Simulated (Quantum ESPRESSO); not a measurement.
# Optical response of C

Aim: the dielectric function of C, and the optical constants that follow from it.

Method: DFT, PBE, plane waves with norm-conserving potentials (PseudoDojo), scalar-relativistic, independent-particle optical response without local fields and without the non-local commutator, in Quantum ESPRESSO 7.5.

### 1. Set-up

Symmetry: Fd-3m, No. 227, cubic system. Conventional cell: a = 3.567 Å, b = 3.567 Å, c = 3.567 Å, α = 90.00°, β = 90.00°, γ = 90.00°. C has 4 C at 1.54 Å nearest.

### 2. Ground state

First the ground state: is it a metal or has it a gap?

This step: DFT, PBE, plane waves with norm-conserving potentials (PseudoDojo), scalar-relativistic, ground state (Quantum ESPRESSO 7.5).

scf.in

```
&control
  calculation = 'scf'
  prefix = 'x'
  outdir = './tmp'
  pseudo_dir = './'
  verbosity = 'high'
/
&system
  ibrav = 0
  nat = 2
  ntyp = 1
  ecutwfc = 70
  occupations = 'smearing'
  smearing = 'fd'
  degauss = 0.003675
  nbnd = 8
/
&electrons
  conv_thr = 1e-09
  electron_maxstep = 100
/
ATOMIC_SPECIES
  C 1.0 C.upf
CELL_PARAMETERS angstrom
  0.000000000000 1.783370000000 1.783370000000
  1.783370000000 0.000000000000 1.783370000000
  1.783370000000 1.783370000000 0.000000000000
ATOMIC_POSITIONS crystal
  C 0.750000000000 0.750000000000 0.750000000000
  C 0.500000000000 0.500000000000 0.500000000000
K_POINTS automatic
  11 11 11 0 0 0
```

The run is started by

```bash
> mpirun -n 4 pw.x -nk 4 -in scf.in
```

The program printed:

```text
for quantum simulation of materials; please cite

     using ibrav=0 with symmetry is DISCOURAGED, use correct ibrav instead

     G-vector sticks info
     --------------------
     sticks:   dense  smooth     PW     G-vecs:    dense   smooth      PW
     Sum         433     433    151                 5985     5985    1139

     Using Slab Decomposition

     bravais-lattice index     =            0
     lattice parameter (alat)  =       4.7660  a.u.
     unit-cell volume          =      76.5510 (a.u.)^3
     number of atoms/cell      =            2
     number of atomic types    =            1
     number of electrons       =         8.00
     number of Kohn-Sham states=            8
     kinetic-energy cutoff     =      70.0000  Ry
     charge density cutoff     =     280.0000  Ry
     scf convergence threshold =      1.0E-09
     mixing beta               =       0.7000
     number of iterations used =            8  plain     mixing
     Exchange-correlation= PBE
                           (   1   4   3   4   0   0   0)

     celldm(1)=   4.766014  celldm(2)=   0.000000  celldm(3)=   0.000000
     celldm(4)=   0.000000  celldm(5)=   0.000000  celldm(6)=   0.000000

     crystal axes: (cart. coord. in units of alat)
               a(1) = (   0.000000   0.707107   0.707107 )
               a(2) = (   0.707107   0.000000   0.707107 )
               a(3) = (   0.707107   0.707107   0.000000 )

     reciprocal axes: (cart. coord. in units 2 pi/alat)
               b(1) = ( -0.707107  0.707107  0.707107 )
               b(2) = (  0.707107 -0.707107  0.707107 )
               b(3) = (  0.707107  0.707107 -0.707107 )

     ./C.upf
     Pseudo is Norm-conserving + core correction, Zval =  4.0
     Generated using ONCVPSP code by D. R. Hamann
     Using radial grid of 1248 points,  4 beta functions with:
                l(1) =   0
                l(2) =   0
                l(3) =   1
                l(4) =   1

     atomic species   valence    mass     pseudopotential
     C                 4.00     1.00000     C ( 1.00)

     48 Sym. Ops., with inversion, found (24 have fractional translation)

                                    s                        frac. trans.

     [... symmetry matrices left out ...]
   Cartesian axes

     site n.     atom                  positions (alat units)
         1        C      tau(   1) = (   1.0606602   1.0606602   1.0606602  )
         2        C      tau(   2) = (   0.7071068   0.7071068   0.7071068  )

   Crystallographic axes

     site n.     atom                  positions (cryst. coord.)
         1        C      tau(   1) = (  0.7500000  0.7500000  0.7500000  )
         2        C      tau(   2) = (  0.5000000  0.5000000  0.5000000  )

     number of k points=    56  Fermi-Dirac smearing, width (Ry)=  0.0037
                       cart. coord. in units 2pi/alat
        k(    1) = (   0.0000000   0.0000000   0.0000000), wk =   0.0015026
        k(    2) = (   0.0642824   0.0642824  -0.0642824), wk =   0.0120210
        k(    3) = (   0.1285649   0.1285649  -0.1285649), wk =   0.0120210
        k(    4) = (   0.1928473   0.1928473  -0.1928473), wk =   0.0120210
        k(    5) = (   0.2571297   0.2571297  -0.2571297), wk =   0.0120210
        k(    6) = (   0.3214122   0.3214122  -0.3214122), wk =   0.0120210
        k(    7) = (   0.1285649   0.0000000  -0.0000000), wk =   0.0090158
        k(    8) = (   0.1928473   0.0642824  -0.0642824), wk =   0.0360631
        k(    9) = (   0.2571297   0.1285649  -0.1285649), wk =   0.0360631
        k(   10) = (   0.3214122   0.1928473  -0.1928473), wk =   0.0360631
        k(   11) = (   0.3856946   0.2571297  -0.2571297), wk =   0.0360631
        k(   12) = (  -0.2571297  -0.3856946   0.3856946), wk =   0.0360631
        k(   13) = (  -0.1928473  -0.3214122   0.3214122), wk =   0.0360631
        k(   14) = (  -0.1285649  -0.2571297   0.2571297), wk =   0.0360631
        k(   15) = (  -0.0642824  -0.1928473   0.1928473), wk =   0.0360631
        k(   16) = (  -0.0000000  -0.1285649   0.1285649), wk =   0.0180316
[...]
cryst. coord.
[...]
k(   49) = (   0.0909091   0.3636364  -0.3636364), wk =   0.0721262
        k(   50) = (   0.0909091   0.3636364  -0.2727273), wk =   0.0360631
        k(   51) = (   0.0909091   0.4545455  -0.4545455), wk =   0.0360631
        k(   52) = (   0.0909091   0.4545455  -0.3636364), wk =   0.0360631
        k(   53) = (   0.1818182   0.3636364  -0.4545455), wk =   0.0360631
        k(   54) = (   0.1818182   0.3636364  -0.3636364), wk =   0.0721262
        k(   55) = (   0.1818182   0.4545455  -0.3636364), wk =   0.0360631
        k(   56) = (   0.1818182   0.4545455  -0.2727273), wk =   0.0360631

     Dense  grid:     5985 G-vectors     FFT dimensions: (  32,  32,  32)

     Initial potential from superposition of free atoms

     starting charge       7.9999, renormalised to       8.0000
     Starting wfcs are    8 randomized atomic wfcs

     Self-consistent Calculation

     iteration #  1     ecut=    70.00 Ry     beta= 0.70
     Davidson diagonalization with overlap

            39 MiB given to the printing process from OS
             9 MiB allocation reported by mallinfo(arena+hblkhd)
------------------
     ethr =  1.00E-02,  avg # of iterations =  3.2

     total energy              =     -24.06796474 Ry
     estimated scf accuracy    <       0.11176690 Ry

     iteration #  2     ecut=    70.00 Ry     beta= 0.70
     Davidson diagonalization with overlap

            44 MiB given to the printing process from OS
            11 MiB allocation reported by mallinfo(arena+hblkhd)
------------------
     ethr =  1.40E-03,  avg # of iterations =  1.4

     total energy              =     -24.07410101 Ry
     estimated scf accuracy    <       0.00292002 Ry

     iteration #  3     ecut=    70.00 Ry     beta= 0.70
     Davidson diagonalization with overlap

            45 MiB given to the printing process from OS
            11 MiB allocation reported by mallinfo(arena+hblkhd)
------------------
     ethr =  3.65E-05,  avg # of iterations =  3.8

     total energy              =     -24.07456659 Ry
     estimated scf accuracy    <       0.00008240 Ry

     iteration #  4     ecut=    70.00 Ry     beta= 0.70
     Davidson diagonalization with overlap

            45 MiB given to the printing process from OS
            11 MiB allocation reported by mallinfo(arena+hblkhd)
------------------
     ethr =  1.03E-06,  avg # of iterations =  2.8

     total energy              =     -24.07457342 Ry
     estimated scf accuracy    <       0.00000573 Ry

     iteration #  5     ecut=    70.00 Ry     beta= 0.70
     Davidson diagonalization with overlap

            45 MiB given to the printing process from OS
            12 MiB allocation reported by mallinfo(arena+hblkhd)
------------------
     ethr =  7.16E-08,  avg # of iterations =  1.5

     total energy              =     -24.07457406 Ry
     estimated scf accuracy    <       0.00000001 Ry

     iteration #  6     ecut=    70.00 Ry     beta= 0.70
     Davidson diagonalization with overlap

            45 MiB given to the printing process from OS
            12 MiB allocation reported by mallinfo(arena+hblkhd)
------------------
     ethr =  1.53E-10,  avg # of iterations =  3.2

     total energy              =     -24.07457409 Ry
     estimated scf accuracy    <          2.1E-09 Ry

     iteration #  7     ecut=    70.00 Ry     beta= 0.70
     Davidson diagonalization with overlap

            45 MiB given to the printing process from OS
            12 MiB allocation reported by mallinfo(arena+hblkhd)
------------------
     ethr =  2.66E-11,  avg # of iterations =  1.8

     End of self-consistent calculation

          k = 0.0000 0.0000 0.0000 (   749 PWs)   bands (ev):

    -8.1306  13.3632  13.3632  13.3632  18.9859  18.9859  18.9859  26.6869

     occupation numbers
     1.0000   1.0000   1.0000   1.0000   0.0000   0.0000   0.0000   0.0000

          k = 0.0643 0.0643-0.0643 (   743 PWs)   bands (ev):

    -7.9019  11.9359  12.9851  12.9851  19.4825  19.4825  19.8059  26.8836

     occupation numbers
     1.0000   1.0000   1.0000   1.0000   0.0000   0.0000   0.0000   0.0000

          k = 0.1286 0.1286-0.1286 (   766 PWs)   bands (ev):

    -7.2193   9.0924  12.1978  12.1978  20.5047  20.5047  20.9592  27.4396

     occupation numbers
     1.0000   1.0000   1.0000   1.0000   0.0000   0.0000   0.0000   0.0000

          k = 0.1928 0.1928-0.1928 (   763 PWs)   bands (ev):

    -6.0951   5.9883  11.4329  11.4329  21.3669  21.3669  21.6909  28.1828

     occupation numbers
     1.0000   1.0000   1.0000   1.0000   0.0000   0.0000   0.0000   0.0000

          k = 0.2571 0.2571-0.2571 (   763 PWs)   bands (ev):

    -4.5655   3.0230  10.8734  10.8734  21.7750  21.7750  22.0714  28.7839

     occupation numbers
     1.0000   1.0000   1.0000   1.0000   0.0000   0.0000   0.0000   0.0000

          k = 0.3214 0.3214-0.3214 (   766 PWs)   bands (ev):

    -2.8241   0.5357  10.5840  10.5840  21.8722  21.8722  22.2337  29.0470

     occupation numbers
     1.0000   1.0000   1.0000   1.0000   0.0000   0.0000   0.0000   0.0000

     [... further k points left out ...]

     the Fermi energy is    15.8182 ev

!    total energy              =     -24.07457409 Ry
     estimated scf accuracy    <          2.8E-12 Ry
     smearing contrib. (-TS)   =      -0.00000000 Ry
     internal energy E=F+TS    =     -24.07457409 Ry

     The total energy is F=E-TS. E is the sum of the following terms:
     one-electron contribution =       8.24832686 Ry
     hartree contribution      =       1.93157650 Ry
     xc contribution           =      -8.67978895 Ry
     ewald contribution        =     -25.57468850 Ry

     convergence has been achieved in   7 iterations

     XML data file, charge density, pseudopotentials, collected wavefunctions

                                        0.00s GPU  (     342 calls)

=------------------------------------------------------------------------------=
   JOB DONE.
=------------------------------------------------------------------------------=
```

The job ended after 1.5 s (4 MPI ranks of Arm Neoverse V2, shared host; peak memory 0.04 GiB).

Numbers from this step:

| Item | Value |
| --- | --- |
| total energy | -24.07 Ry |
| gap on the k-mesh | 4.181 eV |
| direct gap on the mesh | 5.623 eV |

There is a gap, 4.18 eV on this mesh (points off the mesh can give less), so no carriers' term is needed.

### 3. Ground state with the final occupations

The ground state once more, with the occupations that the first run showed to fit.

Edit scf.in of step 2 so:

```diff
@@ -12,6 +12,3 @@
   ecutwfc = 70
-  occupations = 'smearing'
-  smearing = 'fd'
-  degauss = 0.003675
-  nbnd = 8
+  occupations = 'fixed'
 /
```

The run is started by

```bash
> mpirun -n 4 pw.x -nk 4 -in scf.in
```

The program printed:

```text
[banner, memory and clock lines left out]

     using ibrav=0 with symmetry is DISCOURAGED, use correct ibrav instead

     G-vector sticks info

     bravais-lattice index     =            0
     lattice parameter (alat)  =       4.7660  a.u.
     unit-cell volume          =      76.5510 (a.u.)^3
     number of atoms/cell      =            2
     number of atomic types    =            1
     number of electrons       =         8.00
     number of Kohn-Sham states=            4
     kinetic-energy cutoff     =      70.0000  Ry
     charge density cutoff     =     280.0000  Ry
     scf convergence threshold =      1.0E-09
     mixing beta               =       0.7000
     number of iterations used =            8  plain     mixing
     Exchange-correlation= PBE
                           (   1   4   3   4   0   0   0)

     celldm(1)=   4.766014  celldm(2)=   0.000000  celldm(3)=   0.000000
     celldm(4)=   0.000000  celldm(5)=   0.000000  celldm(6)=   0.000000

     crystal axes: (cart. coord. in units of alat)
               a(1) = (   0.000000   0.707107   0.707107 )
               a(2) = (   0.707107   0.000000   0.707107 )
               a(3) = (   0.707107   0.707107   0.000000 )

     reciprocal axes: (cart. coord. in units 2 pi/alat)
               b(1) = ( -0.707107  0.707107  0.707107 )
               b(2) = (  0.707107 -0.707107  0.707107 )
               b(3) = (  0.707107  0.707107 -0.707107 )

     ./C.upf
     Pseudo is Norm-conserving + core correction, Zval =  4.0
     Generated using ONCVPSP code by D. R. Hamann
     Using radial grid of 1248 points,  4 beta functions with:
                l(1) =   0
                l(2) =   0
                l(3) =   1
                l(4) =   1

     atomic species   valence    mass     pseudopotential
     C                 4.00     1.00000     C ( 1.00)

     48 Sym. Ops., with inversion, found (24 have fractional translation)

                                    s                        frac. trans.

     [... symmetry matrices left out ...]
   Cartesian axes

     site n.     atom                  positions (alat units)
         1        C      tau(   1) = (   1.0606602   1.0606602   1.0606602  )
         2        C      tau(   2) = (   0.7071068   0.7071068   0.7071068  )

   Crystallographic axes

     site n.     atom                  positions (cryst. coord.)
         1        C      tau(   1) = (  0.7500000  0.7500000  0.7500000  )
         2        C      tau(   2) = (  0.5000000  0.5000000  0.5000000  )

     number of k points=    56
                       cart. coord. in units 2pi/alat
        k(    1) = (   0.0000000   0.0000000   0.0000000), wk =   0.0015026
        k(    2) = (   0.0642824   0.0642824  -0.0642824), wk =   0.0120210
        k(    3) = (   0.1285649   0.1285649  -0.1285649), wk =   0.0120210
        k(    4) = (   0.1928473   0.1928473  -0.1928473), wk =   0.0120210
        k(    5) = (   0.2571297   0.2571297  -0.2571297), wk =   0.0120210
        k(    6) = (   0.3214122   0.3214122  -0.3214122), wk =   0.0120210
        k(    7) = (   0.1285649   0.0000000  -0.0000000), wk =   0.0090158
        k(    8) = (   0.1928473   0.0642824  -0.0642824), wk =   0.0360631
        k(    9) = (   0.2571297   0.1285649  -0.1285649), wk =   0.0360631
        k(   10) = (   0.3214122   0.1928473  -0.1928473), wk =   0.0360631
        k(   11) = (   0.3856946   0.2571297  -0.2571297), wk =   0.0360631
        k(   12) = (  -0.2571297  -0.3856946   0.3856946), wk =   0.0360631
        k(   13) = (  -0.1928473  -0.3214122   0.3214122), wk =   0.0360631
        k(   14) = (  -0.1285649  -0.2571297   0.2571297), wk =   0.0360631
        k(   15) = (  -0.0642824  -0.1928473   0.1928473), wk =   0.0360631
        k(   16) = (  -0.0000000  -0.1285649   0.1285649), wk =   0.0180316
[...]
cryst. coord.
[...]
k(   49) = (   0.0909091   0.3636364  -0.3636364), wk =   0.0721262
        k(   50) = (   0.0909091   0.3636364  -0.2727273), wk =   0.0360631
        k(   51) = (   0.0909091   0.4545455  -0.4545455), wk =   0.0360631
        k(   52) = (   0.0909091   0.4545455  -0.3636364), wk =   0.0360631
        k(   53) = (   0.1818182   0.3636364  -0.4545455), wk =   0.0360631
        k(   54) = (   0.1818182   0.3636364  -0.3636364), wk =   0.0721262
        k(   55) = (   0.1818182   0.4545455  -0.3636364), wk =   0.0360631
        k(   56) = (   0.1818182   0.4545455  -0.2727273), wk =   0.0360631

     Dense  grid:     5985 G-vectors     FFT dimensions: (  32,  32,  32)

     Initial potential from superposition of free atoms

     starting charge       7.9999, renormalised to       8.0000
     Starting wfcs are    8 randomized atomic wfcs

     Self-consistent Calculation

     iteration #  1     ecut=    70.00 Ry     beta= 0.70
     Davidson diagonalization with overlap

            40 MiB given to the printing process from OS
             9 MiB allocation reported by mallinfo(arena+hblkhd)
------------------
     ethr =  1.00E-02,  avg # of iterations =  2.0

     total energy              =     -24.06660479 Ry
     estimated scf accuracy    <       0.10790210 Ry

     iteration #  2     ecut=    70.00 Ry     beta= 0.70
     Davidson diagonalization with overlap

            44 MiB given to the printing process from OS
            10 MiB allocation reported by mallinfo(arena+hblkhd)
------------------
     ethr =  1.35E-03,  avg # of iterations =  1.3

     total energy              =     -24.07299091 Ry
     estimated scf accuracy    <       0.00372863 Ry

     iteration #  3     ecut=    70.00 Ry     beta= 0.70
     Davidson diagonalization with overlap

            44 MiB given to the printing process from OS
            11 MiB allocation reported by mallinfo(arena+hblkhd)
------------------
     ethr =  4.66E-05,  avg # of iterations =  3.0

     total energy              =     -24.07448041 Ry
     estimated scf accuracy    <       0.00008532 Ry

     iteration #  4     ecut=    70.00 Ry     beta= 0.70
     Davidson diagonalization with overlap

            44 MiB given to the printing process from OS
            11 MiB allocation reported by mallinfo(arena+hblkhd)
------------------
     ethr =  1.07E-06,  avg # of iterations =  4.9

     total energy              =     -24.07457045 Ry
     estimated scf accuracy    <       0.00001342 Ry

     iteration #  5     ecut=    70.00 Ry     beta= 0.70
     Davidson diagonalization with overlap

            44 MiB given to the printing process from OS
            11 MiB allocation reported by mallinfo(arena+hblkhd)
------------------
     ethr =  1.68E-07,  avg # of iterations =  2.5

     total energy              =     -24.07457379 Ry
     estimated scf accuracy    <       0.00000062 Ry

     iteration #  6     ecut=    70.00 Ry     beta= 0.70
     Davidson diagonalization with overlap

            45 MiB given to the printing process from OS
            11 MiB allocation reported by mallinfo(arena+hblkhd)
------------------
     ethr =  7.69E-09,  avg # of iterations =  3.6

     total energy              =     -24.07457407 Ry
     estimated scf accuracy    <       0.00000001 Ry

     iteration #  7     ecut=    70.00 Ry     beta= 0.70
     Davidson diagonalization with overlap

            45 MiB given to the printing process from OS
            11 MiB allocation reported by mallinfo(arena+hblkhd)
------------------
     ethr =  1.78E-10,  avg # of iterations =  4.3

     total energy              =     -24.07457409 Ry
     estimated scf accuracy    <          3.2E-09 Ry

     iteration #  8     ecut=    70.00 Ry     beta= 0.70
     Davidson diagonalization with overlap

            45 MiB given to the printing process from OS
            11 MiB allocation reported by mallinfo(arena+hblkhd)
------------------
     ethr =  3.99E-11,  avg # of iterations =  1.8

     End of self-consistent calculation

          k = 0.0000 0.0000 0.0000 (   749 PWs)   bands (ev):

    -8.1306  13.3631  13.3631  13.3631

     occupation numbers
     1.0000   1.0000   1.0000   1.0000

          k = 0.0643 0.0643-0.0643 (   743 PWs)   bands (ev):

    -7.9019  11.9359  12.9850  12.9850

     occupation numbers
     1.0000   1.0000   1.0000   1.0000

          k = 0.1286 0.1286-0.1286 (   766 PWs)   bands (ev):

    -7.2193   9.0924  12.1978  12.1978

     occupation numbers
     1.0000   1.0000   1.0000   1.0000

          k = 0.1928 0.1928-0.1928 (   763 PWs)   bands (ev):

    -6.0951   5.9883  11.4329  11.4329

     occupation numbers
     1.0000   1.0000   1.0000   1.0000

          k = 0.2571 0.2571-0.2571 (   763 PWs)   bands (ev):

    -4.5655   3.0230  10.8734  10.8734

     occupation numbers
     1.0000   1.0000   1.0000   1.0000

          k = 0.3214 0.3214-0.3214 (   766 PWs)   bands (ev):

    -2.8242   0.5357  10.5840  10.5840

     occupation numbers
     1.0000   1.0000   1.0000   1.0000

          k = 0.1286 0.0000-0.0000 (   753 PWs)   bands (ev):

    -7.8258  12.3097  12.3097  12.6345

     occupation numbers
     1.0000   1.0000   1.0000   1.0000

          k = 0.1928 0.0643-0.0643 (   759 PWs)   bands (ev):

    -7.2946  10.0690  11.4254  12.2433

     occupation numbers
     1.0000   1.0000   1.0000   1.0000

     [... further k points left out ...]

     highest occupied level (ev):    13.3631

!    total energy              =     -24.07457409 Ry
     estimated scf accuracy    <          1.1E-10 Ry

     The total energy is the sum of the following terms:
     one-electron contribution =       8.24832158 Ry
     hartree contribution      =       1.93158642 Ry
     xc contribution           =      -8.67979359 Ry
     ewald contribution        =     -25.57468850 Ry

     convergence has been achieved in   8 iterations

     XML data file, charge density, pseudopotentials, collected wavefunctions

                                        0.00s GPU  (     477 calls)
```

It took 1.4 s on 4 MPI ranks; peak memory 0.04 GiB; 5.1 s of CPU time.

(Continued in part 2 of 2.)

[Machine, clock, banner and «Message from routine» lines are left out of the logs.]

[Logs are printed without paths, hosts, clocks, repeated set-up lines and the standing remarks that a program may print on its own settings, such as how far it seeks lower states.]

[Hosts, paths, dates, database ids (printed as entryN), source tags and the programs' standing remarks are cut or masked in the printed files.]
